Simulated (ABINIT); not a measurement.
Records of electronic-structure calculations.

```json
{"subject": "Quasiparticle gap of GaN (P6_3mc) in ABINIT", "lattice_ang": [[3.19, -0.0, 0.0], [-1.595, 2.7626, 0.0], [0.0, 0.0, 5.189]], "atoms": [["Ga", 0.6667, 0.3333, 0.0], ["Ga", 0.3333, 0.6667, 0.5], ["N", 0.6667, 0.3333, 0.375], ["N", 0.3333, 0.6667, 0.875]], "method": "RPA screening on LDA, plane waves, norm-conserving pseudopotentials (and 2 further levels or steps)", "program": "ABINIT 10.8.3", "settings": "cutoff 45 Ha, PseudoDojo scalar-relativistic 0.4.1 stringent, norm-conserving, potential set dojo-sr-lda-0.4.1-stringent, ngkpt (3, 3, 2), nband 183, ecuteps 6.6 Ha, inclvkb 2, shiftk (0, 0, 0), symchi 1, awtr 1, frequency ppm, 3×3×2 k-mesh", "cost": "5 runs, 5.7 min in all on 8 MPI ranks of Arm Neoverse N1, shared host", "notes": "The database entry behind the starting cell has ideal inner coordinates that were not refined. The program’s warnings: nproc spkpt=  >= nkpt= * nsppol=. The cell and positions come from the Crystallography Open Database and are kept as given unless a step says otherwise. Limits: no spin-orbit coupling. The 3×3×2 mesh is coarse for this cell, which bears on the long-range parts of exchange and screening.", "results": {"lda_gap": "1.92 eV, direct", "g0w0_gap_on_the_mesh": "2.99 eV", "gw_settings": "3×3×2 mesh, 183 bands, screening to 179.6 eV, Godby-Needs plasmon pole", "known_limits": "short of the basis limit; no spin-orbit coupling; coarse k mesh"}}
```

[Long decimals in the printed logs are rounded to 6 places.]

[Logs are printed without paths, hosts, clocks, repeated set-up lines and the standing remarks that a program may print on its own settings, such as how far it seeks lower states.]

[Paths, hosts, dates, memory and timing lines, banners, echoed tables and standing remarks are left out of the program output; an Ansatz launch command may be rebuilt from the run's recorded settings. Measured values are a selection of at most five: reports struck by readers or far from the other reports are left out. None is set beside runs whose start may be inverted or whose files or cutoffs have a known fault.]

[Runs of the session that timed out or met a known fault of the program may be left out.]

[Hosts, paths, dates, database ids (printed as entryN), source tags and the programs' standing remarks are cut or masked in the printed files.]

[G0W0 gaps are taken among the corrected bands and points alone; a level outside them can change the order at an edge.]

[Where Ansatz stands beside ABINIT at settings called matched, ABINIT's density can come from a denser mesh and the files from another edition; pairs whose starting gaps differed by over 0.03 eV were left out, so agreement reads better than it is.]
